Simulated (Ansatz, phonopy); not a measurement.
# Quasi-harmonic thermodynamics of CaO (Lime, Fm-3m), part 2 of 2

Aim: the lattice, expansion, heat capacity and bulk modulus of CaO (Lime) as it warms.

What experiment has found for this phase:
- heat capacity C_P per formula unit 42.2 J/mol/K and bulk modulus 113 GPa near room temperature (given in “High-Throughput Prediction of Finite-Temperature Properties using the Quasi-Harmonic Approximation”, 2016, arXiv:1603.06924)

Ansatz 0.2.0; DFT LDA, scalar-relativistic, plane waves, PAW (the session's first sound run).

So far, isothermal bulk modulus at 298 K (GPa): step 5 (phonons on strained cells, functional LDA, q-mesh 2×2×2) 120. Also volume expansion coefficient at 300 K (× 1e-6/K): step 6 (free-energy fit) 35.1.

## 7. The quasi-harmonic study, q-mesh 4×4×4

This step: DFT LDA, scalar-relativistic, plane waves, PAW (Ansatz 0.2.0).

The input, input.yaml:

```yaml
crystal:
  lattice:
    - [0.0, 2.3539031613, 2.3539031613]
    - [2.3539031613, 0.0, 2.3539031613]
    - [2.3539031613, 2.3539031613, 0.0]
  atoms:
    - { symbol: Ca, position: [0.0, 0.0, 0.0] }
    - { symbol: O, position: [0.5, 0.5, 0.5] }
kpoints:
  mp_grid: { grid: [8, 8, 8] }
hamiltonian:
  xc: lda
scf:
  occupations: { method: fixed }
  lower_state_search: "off"
output:
  eigenvalues: true
phonons:
  method: dfpt
  qmesh: [4, 4, 4]
  temperatures: { t_max: 1200.0, t_step: 50 }
  thermal_expansion: {}
```

Launch:

```console
$ ansatz run input.yaml --threads 4 --pin off --max-ram 16384MiB --backend cpu --events-out ev --progress --plain --runs-dir out
```

Wall time 4 min (4 threads of Arm Neoverse V1, shared host); peak memory 0.8 GiB.

Numbers from this step:

```
volume expansion coefficient at 298 K            : 34.93 1e-6/K
C_P at 298 K                                     : 21.28 J/mol-atom/K
entropy at 298 K                                 : 19.78 J/mol-atom/K
isothermal bulk modulus at 298 K                 : 120.2 GPa
Grüneisen parameter at 298 K                     : 1.598
volume at 298 K                                  : 13.22 Å³/atom
principal linear expansion coefficients at 298 K : 11.64, 11.64, 11.64 1e-6/K
```

Strained cells of the study; zero-point energy where phonons were solved; the pressures are stresses at a fixed cutoff and can carry an offset from the finite basis. Expansion cells, by row:

| cell | \|a\| (Å) | \|b\| (Å) | \|c\| (Å) | V (Å³/atom) | E - E_lowest (meV/atom) | pressure, compression positive (GPa) | gap (eV) | zero-point energy (meV/atom) |
| --- | --- | --- | --- | --- | --- | --- | --- | --- |
| 1 | 3.329 | 3.329 | 3.329 | 13.04 | 0.004 | -0.028 | 3.449 | - |
| 2 | 3.356 | 3.356 | 3.356 | 13.36 | 2.929 | -2.949 | 3.466 | - |
| 3 | 3.303 | 3.303 | 3.303 | 12.73 | 3.062 | 3.219 | 3.43 | - |
| 4 | 3.329 | 3.329 | 3.329 | 13.05 | 0 | -0.061 | 3.449 | 55.91 |
| 5 | 3.346 | 3.346 | 3.346 | 13.24 | 1.196 | -1.925 | 3.46 | 54.63 |
| 6 | 3.368 | 3.368 | 3.368 | 13.51 | 6.225 | -4.199 | 3.472 | 52.95 |
| 7 | 3.387 | 3.387 | 3.387 | 13.74 | 13.75 | -6.036 | 3.481 | 51.47 |
| 8 | 3.407 | 3.407 | 3.407 | 13.98 | 24.07 | -7.73 | 3.489 | 49.99 |
| 9 | 3.296 | 3.296 | 3.296 | 12.66 | 4.731 | 4.052 | 3.425 | - |
| 10 | 3.313 | 3.313 | 3.313 | 12.85 | 1.149 | 1.929 | 3.438 | - |
| 11 | 3.434 | 3.434 | 3.434 | 14.32 | 42.6 | -9.842 | 3.497 | - |

Quasi-harmonic; a, b, c are the run's own cell vectors. Expansion, by row:

| T (K) | a (Å) | b (Å) | c (Å) | alpha (deg) | beta (deg) | gamma (deg) | cell volume (Å³/cell) | alpha_a (1e-6/K) | alpha_b (1e-6/K) | alpha_c (1e-6/K) | alpha_V (1e-6/K) | C_P (J/mol-atom/K) | C_V (J/mol-atom/K) | S (J/mol-atom/K) | B_T (GPa) | B_S (GPa) | Grueneisen | extrapolation | fit error (1e-6/K) |
| --- | --- | --- | --- | --- | --- | --- | --- | --- | --- | --- | --- | --- | --- | --- | --- | --- | --- | --- | --- |
| 0 | 3.338 | 3.338 | 3.338 | 60 | 60 | 60 | 26.3 | 0 | 0 | 0 | 0 | 0 | 0 | 0 | 125.4 | 125.4 | - | 0 | 0 |
| 50 | 3.338 | 3.338 | 3.338 | 60 | 60 | 60 | 26.3 | 0.66 | 0.66 | 0.66 | 1.99 | 1.407 | 1.407 | 0.403 | 125.4 | 125.4 | 1.405 | 0 | 0 |
| 100 | 3.338 | 3.338 | 3.338 | 60 | 60 | 60 | 26.31 | 4.07 | 4.07 | 4.07 | 12.2 | 7.776 | 7.761 | 3.201 | 124.9 | 125.2 | 1.555 | 0 | 0 |
| 150 | 3.339 | 3.339 | 3.339 | 60 | 60 | 60 | 26.33 | 7.28 | 7.28 | 7.28 | 21.84 | 13.61 | 13.54 | 7.528 | 124 | 124.6 | 1.586 | 0 | 0.01 |
| 200 | 3.341 | 3.341 | 3.341 | 60 | 60 | 60 | 26.37 | 9.38 | 9.38 | 9.38 | 28.15 | 17.4 | 17.24 | 12.01 | 122.8 | 123.9 | 1.592 | 0 | 0.01 |
| 250 | 3.343 | 3.343 | 3.343 | 60 | 60 | 60 | 26.41 | 10.74 | 10.74 | 10.74 | 32.22 | 19.78 | 19.53 | 16.16 | 121.5 | 123.1 | 1.595 | 0 | 0.01 |
| 298.1 | 3.344 | 3.344 | 3.344 | 60 | 60 | 60 | 26.45 | 11.64 | 11.64 | 11.64 | 34.93 | 21.28 | 20.93 | 19.78 | 120.2 | 122.2 | 1.598 | 0 | 0.01 |
| 300 | 3.344 | 3.344 | 3.344 | 60 | 60 | 60 | 26.45 | 11.67 | 11.67 | 11.67 | 35.01 | 21.33 | 20.98 | 19.91 | 120.2 | 122.2 | 1.598 | 0 | 0.01 |
| 350 | 3.346 | 3.346 | 3.346 | 60 | 60 | 60 | 26.5 | 12.36 | 12.36 | 12.36 | 37.08 | 22.39 | 21.94 | 23.29 | 118.8 | 121.3 | 1.602 | 0 | 0.01 |
| 400 | 3.349 | 3.349 | 3.349 | 60 | 60 | 60 | 26.55 | 12.9 | 12.9 | 12.9 | 38.71 | 23.16 | 22.6 | 26.33 | 117.4 | 120.3 | 1.607 | 0 | 0.01 |
| 450 | 3.351 | 3.351 | 3.351 | 60 | 60 | 60 | 26.6 | 13.36 | 13.36 | 13.36 | 40.08 | 23.74 | 23.07 | 29.09 | 115.9 | 119.3 | 1.613 | 0 | 0.01 |
| 500 | 3.353 | 3.353 | 3.353 | 60 | 60 | 60 | 26.66 | 13.77 | 13.77 | 13.77 | 41.3 | 24.2 | 23.41 | 31.62 | 114.4 | 118.2 | 1.619 | 0 | 0.01 |
| 550 | 3.355 | 3.355 | 3.355 | 60 | 60 | 60 | 26.71 | 14.14 | 14.14 | 14.14 | 42.41 | 24.57 | 23.68 | 33.94 | 112.9 | 117.2 | 1.626 | 0 | 0.01 |
| 600 | 3.358 | 3.358 | 3.358 | 60 | 60 | 60 | 26.77 | 14.49 | 14.49 | 14.49 | 43.47 | 24.89 | 23.88 | 36.09 | 111.3 | 116.1 | 1.634 | 0 | 0.02 |
| 650 | 3.36 | 3.36 | 3.36 | 60 | 60 | 60 | 26.83 | 14.83 | 14.83 | 14.83 | 44.5 | 25.18 | 24.04 | 38.1 | 109.7 | 115 | 1.641 | 0 | 0.02 |
| 700 | 3.363 | 3.363 | 3.363 | 60 | 60 | 60 | 26.89 | 15.18 | 15.18 | 15.18 | 45.53 | 25.43 | 24.16 | 39.97 | 108.1 | 113.8 | 1.65 | 0 | 0.03 |
| 750 | 3.365 | 3.365 | 3.365 | 60 | 60 | 60 | 26.95 | 15.52 | 15.52 | 15.52 | 46.56 | 25.67 | 24.27 | 41.74 | 106.5 | 112.7 | 1.658 | 0 | 0.03 |
| 800 | 3.368 | 3.368 | 3.368 | 60 | 60 | 60 | 27.01 | 15.87 | 15.87 | 15.87 | 47.6 | 25.9 | 24.35 | 43.4 | 104.8 | 111.5 | 1.667 | 0 | 0.03 |
| 850 | 3.371 | 3.371 | 3.371 | 60 | 60 | 60 | 27.08 | 16.23 | 16.23 | 16.23 | 48.68 | 26.11 | 24.42 | 44.98 | 103.1 | 110.3 | 1.676 | 0 | 0.04 |
| 900 | 3.373 | 3.373 | 3.373 | 60 | 60 | 60 | 27.15 | 16.6 | 16.6 | 16.6 | 49.8 | 26.33 | 24.48 | 46.48 | 101.4 | 109.1 | 1.686 | 0 | 0.04 |
| 950 | 3.376 | 3.376 | 3.376 | 60 | 60 | 60 | 27.21 | 16.99 | 16.99 | 16.99 | 50.96 | 26.54 | 24.53 | 47.91 | 99.64 | 107.8 | 1.696 | 0 | 0.04 |
| 1000 | 3.379 | 3.379 | 3.379 | 60 | 60 | 60 | 27.29 | 17.39 | 17.39 | 17.39 | 52.17 | 26.76 | 24.57 | 49.27 | 97.84 | 106.6 | 1.707 | 0 | 0.03 |
| 1050 | 3.382 | 3.382 | 3.382 | 60 | 60 | 60 | 27.36 | 17.82 | 17.82 | 17.82 | 53.45 | 26.98 | 24.61 | 50.58 | 96.01 | 105.3 | 1.718 | 0 | 0.03 |
| 1100 | 3.385 | 3.385 | 3.385 | 60 | 60 | 60 | 27.43 | 18.27 | 18.27 | 18.27 | 54.8 | 27.21 | 24.64 | 51.84 | 94.15 | 104 | 1.729 | 0 | 0.02 |
| 1150 | 3.388 | 3.388 | 3.388 | 60 | 60 | 60 | 27.51 | 18.74 | 18.74 | 18.74 | 56.23 | 27.45 | 24.67 | 53.06 | 92.24 | 102.6 | 1.741 | 0 | 0.04 |
| 1200 | 3.392 | 3.392 | 3.392 | 60 | 60 | 60 | 27.59 | 19.25 | 19.25 | 19.25 | 57.74 | 27.69 | 24.69 | 54.23 | 90.3 | 101.3 | 1.754 | 0 | 0.07 |

Table of expansion coefficient by temperature; values in 1e-6/K:

| temperature (K) | volume | principal 1 |
| --- | --- | --- |
| 0 | 0 | 0 |
| 50 | 1.99 | 0.66 |
| 100 | 12.2 | 4.07 |
| 200 | 28.1 | 9.38 |
| 250 | 32.2 | 10.7 |
| 298 | 34.9 | 11.6 |
| 300 | 35.0 | 11.7 |
| 350 | 37.1 | 12.4 |
| 450 | 40.1 | 13.4 |
| 500 | 41.3 | 13.8 |
| 550 | 42.4 | 14.1 |
| 600 | 43.5 | 14.5 |
| 650 | 44.5 | 14.8 |
| 700 | 45.5 | 15.2 |
| 800 | 47.6 | 15.9 |
| 850 | 48.7 | 16.2 |
| 900 | 49.8 | 16.6 |
| 950 | 51.0 | 17.0 |
| 1000 | 52.2 | 17.4 |
| 1100 | 54.8 | 18.3 |
| 1150 | 56.2 | 18.7 |
| 1200 | 57.7 | 19.2 |

Changing the q-mesh (2×2×2 → 4×4×4) takes the volume expansion at 298 K from 35.1 to 34.9 × 10⁻⁶/K and B_T from 120 to 120 GPa.

## 8. Free-energy fit

This step: DFT LDA, scalar-relativistic, plane waves, PAW (phonopy 4.10.0).

This step gave:

| Property | Result |
| --- | --- |
| volume expansion coefficient at 300 K | 34.92 1e-6/K |
| isothermal bulk modulus at 300 K | 120.1 GPa |
| C_P at 300 K | 21.35 J/mol-atom/K |
| Grüneisen parameter at 300 K | 1.592 |

The energy (each curve on its own zero) by volume; values in meV/atom:

| volume (Å³/atom) | static | F at 0 K | F at 300 K | F at 1200 K |
| --- | --- | --- | --- | --- |
| 13.046 | 0 | 2.92 | 5.03 | 17.5 |
| 13.243 | 1.2 | 2.84 | 4.09 | 11.4 |
| 13.507 | 6.23 | 6.18 | 6.24 | 6.35 |
| 13.743 | 13.8 | 12.2 | 11.1 | 4.65 |
| 13.984 | 24.1 | 21.1 | 18.7 | 5.32 |

Phonopy-qha, vinet fit of F(V) at each temperature. Qha vinet, by row:

| T (K) | fitted volume (Å³/atom) | alpha_V (1e-6/K) | B_T (GPa) | C_P (J/mol-atom/K) | Grueneisen |
| --- | --- | --- | --- | --- | --- |
| 100 | 13.16 | 12.03 | 124.8 | 7.441 | 1.533 |
| 150 | 13.17 | 21.29 | 123.9 | 13.41 | 1.545 |
| 200 | 13.18 | 27.8 | 122.7 | 17.33 | 1.571 |
| 250 | 13.2 | 32.03 | 121.5 | 19.78 | 1.584 |
| 300 | 13.23 | 34.92 | 120.1 | 21.35 | 1.592 |
| 350 | 13.25 | 37.03 | 118.7 | 22.42 | 1.599 |
| 400 | 13.27 | 38.68 | 117.3 | 23.19 | 1.605 |
| 450 | 13.3 | 40.07 | 115.8 | 23.77 | 1.612 |
| 500 | 13.33 | 41.29 | 114.4 | 24.23 | 1.619 |
| 550 | 13.36 | 42.41 | 112.8 | 24.6 | 1.626 |
| 600 | 13.38 | 43.47 | 111.3 | 24.92 | 1.633 |
| 650 | 13.41 | 44.51 | 109.7 | 25.2 | 1.641 |
| 700 | 13.44 | 45.53 | 108.1 | 25.45 | 1.65 |
| 750 | 13.48 | 46.56 | 106.5 | 25.69 | 1.658 |
| 800 | 13.51 | 47.61 | 104.8 | 25.91 | 1.667 |
| 850 | 13.54 | 48.69 | 103.1 | 26.13 | 1.677 |
| 900 | 13.57 | 49.81 | 101.4 | 26.34 | 1.687 |
| 950 | 13.61 | 50.97 | 99.65 | 26.55 | 1.697 |
| 1000 | 13.64 | 52.18 | 97.87 | 26.77 | 1.707 |
| 1050 | 13.68 | 53.45 | 96.05 | 26.99 | 1.719 |
| 1100 | 13.72 | 54.79 | 94.2 | 27.22 | 1.73 |
| 1150 | 13.75 | 56.2 | 92.32 | 27.45 | 1.742 |

Table of volume expansion coefficient by temperature; values in 1e-6/K:

| temperature (K) | phonopy-qha, Vinet | Ansatz's own study |
| --- | --- | --- |
| 100 | 12.0 | 12.2 |
| 150 | 21.3 | 21.8 |
| 200 | 27.8 | 28.1 |
| 250 | 32.0 | 32.2 |
| 300 | 34.9 | 35.0 |
| 350 | 37.0 | 37.1 |
| 400 | 38.7 | 38.7 |
| 450 | 40.1 | 40.1 |
| 500 | 41.3 | 41.3 |
| 550 | 42.4 | 42.4 |
| 600 | 43.5 | 43.5 |
| 650 | 44.5 | 44.5 |
| 700 | 45.5 | 45.5 |
| 750 | 46.6 | 46.6 |
| 800 | 47.6 | 47.6 |
| 850 | 48.7 | 48.7 |
| 900 | 49.8 | 49.8 |
| 950 | 51.0 | 51.0 |
| 1000 | 52.2 | 52.2 |
| 1050 | 53.5 | 53.5 |
| 1100 | 54.8 | 54.8 |
| 1150 | 56.2 | 56.2 |

The fit gives a volume expansion of 34.9 × 10⁻⁶/K at 300 K, against 34.9 at 298 K from the study itself, whose static fit uses more cells.

## 9. A new level, relaxed again

The functional, the potentials or the cutoff change, so the crystal is relaxed again at the new setting.

This step: DFT PBE, scalar-relativistic, plane waves, PAW (Ansatz 0.2.0).

input.yaml, the sections that differ from step 7:

```yaml
hamiltonian:
  xc: pbe
output:
  forces: true
  stress: true
  eigenvalues: true
relax:
  adjacent_minimum: "off"
  f_tol: 0.001
  max_steps: 60
  cell: { stress_tol: 0.01 }
# crystal, kpoints, scf: as in step 7
# phonons: removed
```

The job ended after 2.3 s (4 threads; peak memory 0.28 GiB).

Relaxation path:

| step | energy less that of the first step (eV) | largest force component (eV/Å) | pressure (GPa) | volume (Å³) |
| --- | --- | --- | --- | --- |
| 1 | 0.0000 | 0.0000 | 9.65 | 26.09 |
| 2 | -0.0498 | 0.0000 | -0.87 | 28.28 |
| 3 | -0.0509 | 0.0000 | -0.08 | 28.08 |
| 4 | -0.0510 | 0.0000 | 0.00 | 28.06 |
| 5* | -0.0587 | 0.0000 | 0.46 | 28.06 |
| 6 | -0.0586 | 0.0000 | 0.02 | 28.18 |
| 7 | -0.0586 | 0.0000 | 0.00 | 28.18 |
| 8* | -0.0589 | 0.0000 | 0.01 | 28.18 |

Relaxation steps marked * repeat the geometry before them on a plane-wave basis chosen anew for their cell, so energy and pressure can jump there.

The run keeps the 48 symmetry operations that it works with, so distortions that break them were not tested.

| conventional cell, symmetrised | before | after | change |
| --- | --- | --- | --- |
| a (Å) | 4.708 | 4.831 | +2.6 % |
| b (Å) | 4.708 | 4.831 | +2.6 % |
| c (Å) | 4.708 | 4.831 | +2.6 % |
| volume (Å³/atom) | 13.04 | 14.09 | +8.0 % |

Final coordinates:

```xyz
2
Lattice="0.0000 2.4154 2.4154 2.4154 0.0000 2.4154 2.4154 2.4154 0.0000" Properties=species:S:1:pos:R:3 pbc="T T T"
Ca    0.0000    0.0000    0.0000
O     2.4154    2.4154    2.4154
```

Numbers from this step:

```
pressure          : 0.007691 GPa
gap on the k-mesh : 3.658 eV
volume per atom   : 14.09 Å³/atom
```

The residual pressure is 0.0077 GPa, small enough for phonons.

## 10. The quasi-harmonic study, q-mesh 4×4×4 (run 2)

input.yaml, the sections that differ from step 9:

```yaml
crystal:
  lattice:
    - [0.0, 2.4153558207, 2.4153558207]
    - [2.4153558207, 0.0, 2.4153558207]
    - [2.4153558207, 2.4153558207, 0.0]
  atoms:
    - { symbol: Ca, position: [0.0, 0.0, 0.0] }
    - { symbol: O, position: [0.5, 0.5, 0.5] }
output:
  eigenvalues: true
phonons:
  method: dfpt
  qmesh: [4, 4, 4]
  temperatures: { t_max: 1200.0, t_step: 50 }
  thermal_expansion: {}
# kpoints, hamiltonian, scf: as in step 9
# relax: removed
```

Run time: 7.3 min. Hardware: 4 threads; peak memory 0.87 GiB; 28 min of CPU time.

Changing the level of theory (LDA → PBE) takes the volume expansion at 298 K from 34.9 to 44.3 × 10⁻⁶/K and B_T from 120 to 96.7 GPa.

## 11. Comparing the runs

Times are for 4 threads of Arm Neoverse V1, shared host. The series side by side:

| no. | functional | cutoff (eV) | k-mesh | q-mesh | method | pressure (GPa) | volume expansion coefficient at 298 K (1e-6/K) | C_P at 298 K (J/mol-atom/K) | isothermal bulk modulus at 298 K (GPa) | time | memory (GiB) |
| --- | --- | --- | --- | --- | --- | --- | --- | --- | --- | --- | --- |
| 1 | lda | 487.2 | 8×8×8 | 2×2×2 | dfpt | 0 | 35.12 | 21.31 | 120.3 | 49 s | 0.53 |
| 2 | lda | 487.2 | 8×8×8 | 4×4×4 | dfpt | 0 | 34.93 | 21.28 | 120.2 | 4 min | 0.8 |
| 3 | pbe | 487.2 | 8×8×8 | 4×4×4 | dfpt | 0 | 44.25 | 21.96 | 96.72 | 7.3 min | 0.87 |

The runs together, line volume. The expansion coefficient, volume by temperature; values in 1e-6/K:

| temperature (K) | lda, 487.2, 8×8×8, 2×2×2, dfpt, 0 | lda, 487.2, 8×8×8, 4×4×4, dfpt, 0 | pbe, 487.2, 8×8×8, 4×4×4, dfpt, 0 |
| --- | --- | --- | --- |
| 0 | 0 | 0 | 0 |
| 50 | 2.03 | 1.99 | 3.57 |
| 100 | 12.3 | 12.2 | 18.0 |
| 200 | 28.4 | 28.1 | 36.6 |
| 250 | 32.4 | 32.2 | 41.2 |
| 298 | 35.1 | 34.9 | 44.2 |
| 300 | 35.2 | 35.0 | 44.4 |
| 350 | 37.3 | 37.1 | 46.8 |
| 450 | 40.2 | 40.1 | 50.6 |
| 500 | 41.4 | 41.3 | 52.2 |
| 550 | 42.5 | 42.4 | 53.9 |
| 600 | 43.6 | 43.5 | 55.5 |
| 650 | 44.6 | 44.5 | 57.1 |
| 700 | 45.6 | 45.5 | 58.8 |
| 800 | 47.6 | 47.6 | 62.5 |
| 850 | 48.6 | 48.7 | 64.6 |
| 900 | 49.7 | 49.8 | 66.8 |
| 950 | 50.8 | 51.0 | 69.3 |
| 1000 | 52 | 52.2 | 72.0 |
| 1100 | 54.5 | 54.8 | 78.4 |
| 1150 | 55.9 | 56.2 | 82.3 |
| 1200 | 57.3 | 57.7 | 86.8 |

The runs together, line C_P. Table of heat capacity, C_P by temperature; values in J/mol-atom/K:

| temperature (K) | lda, 487.2, 8×8×8, 2×2×2, dfpt, 0 | lda, 487.2, 8×8×8, 4×4×4, dfpt, 0 | pbe, 487.2, 8×8×8, 4×4×4, dfpt, 0 |
| --- | --- | --- | --- |
| 0 | 0 | 0 | 0 |
| 50 | 1.36 | 1.41 | 1.86 |
| 100 | 7.77 | 7.78 | 9.01 |
| 200 | 17.4 | 17.4 | 18.4 |
| 250 | 19.8 | 19.8 | 20.6 |
| 298 | 21.3 | 21.3 | 22.0 |
| 300 | 21.4 | 21.3 | 22.0 |
| 350 | 22.4 | 22.4 | 23.0 |
| 450 | 23.8 | 23.7 | 24.3 |
| 500 | 24.2 | 24.2 | 24.7 |
| 550 | 24.6 | 24.6 | 25.1 |
| 600 | 24.9 | 24.9 | 25.5 |
| 650 | 25.2 | 25.2 | 25.8 |
| 700 | 25.4 | 25.4 | 26.1 |
| 800 | 25.9 | 25.9 | 26.7 |
| 850 | 26.1 | 26.1 | 27.0 |
| 900 | 26.3 | 26.3 | 27.3 |
| 950 | 26.5 | 26.5 | 27.6 |
| 1000 | 26.8 | 26.8 | 28.0 |
| 1100 | 27.2 | 27.2 | 28.8 |
| 1150 | 27.4 | 27.4 | 29.3 |
| 1200 | 27.7 | 27.7 | 29.8 |

## 12. Free-energy fit

This step: DFT PBE, scalar-relativistic, plane waves, PAW (phonopy 4.10.0).

Table of energy (each curve on its own zero) by volume; values in meV/atom:

| volume (Å³/atom) | static | F at 0 K | F at 300 K | F at 1200 K |
| --- | --- | --- | --- | --- |
| 14.097 | 0 | 3.39 | 6.43 | 23.1 |
| 14.309 | 1.05 | 3.23 | 5.29 | 16.3 |
| 14.579 | 5.18 | 5.84 | 6.58 | 10.3 |
| 14.827 | 11.4 | 10.8 | 10.2 | 7.1 |
| 15.079 | 20.1 | 18.0 | 16.1 | 5.74 |
| 15.334 | 30.9 | 27.4 | 24.0 | 6.07 |

The fit gives a volume expansion of 44.2 × 10⁻⁶/K at 300 K, against 44.3 at 298 K from the study itself, whose static fit uses more cells.

## 13. Results

* settings of these figures: PBE, 487.2 eV, k 8×8×8, q 4×4×4
* volume expansion coefficient at 298 K: 44.25 1e-6/K
* C_P at 298 K: 21.96 J/mol-atom/K
* entropy at 298 K: 21.69 J/mol-atom/K
* isothermal bulk modulus at 298 K: 96.72 GPa
* Grüneisen parameter at 298 K: 1.720
* volume at 298 K: 14.32 Å³/atom
* principal linear expansion coefficients at 298 K: 14.75, 14.75, 14.75 1e-6/K

**Reading.** Near room temperature CaO (Lime) expands by 44.3 × 10⁻⁶/K in volume by PBE, with C_P = 22.0 J/(mol K) per mole of atoms and B_T = 96.7 GPa. Between 298.15 and 1200 K the bulk modulus falls by 36 % and the Grüneisen parameter grows; in this range the quasi-harmonic approximation, which lacks anharmonicity at fixed volume, tends to overshoot. C_P at room temperature is 88 % of the classical 3R an atom, so the stiffest modes are still partly frozen out. A measured bulk modulus near room temperature is 113 GPa (arXiv:1603.06924); the calculated 96.7 GPa differs by -14 %. The table does not say whether its value is isothermal or adiabatic. A measured heat capacity per formula unit near room temperature is 42.2 J/mol/K (arXiv:1603.06924); the calculated 43.9 J/mol/K differs by +4 %. The levels of theory differ by up to 9.3 × 10⁻⁶/K in the volume expansion at 298 K.

[Logs are printed without paths, hosts, clocks, repeated set-up lines and the standing remarks that a program may print on its own settings, such as how far it seeks lower states.]

[Hosts, paths, dates, database ids (printed as entryN), source tags and the programs' standing remarks are cut or masked in the printed files.]

[A step with changed settings may run another functional than the one named; its input shows which.]
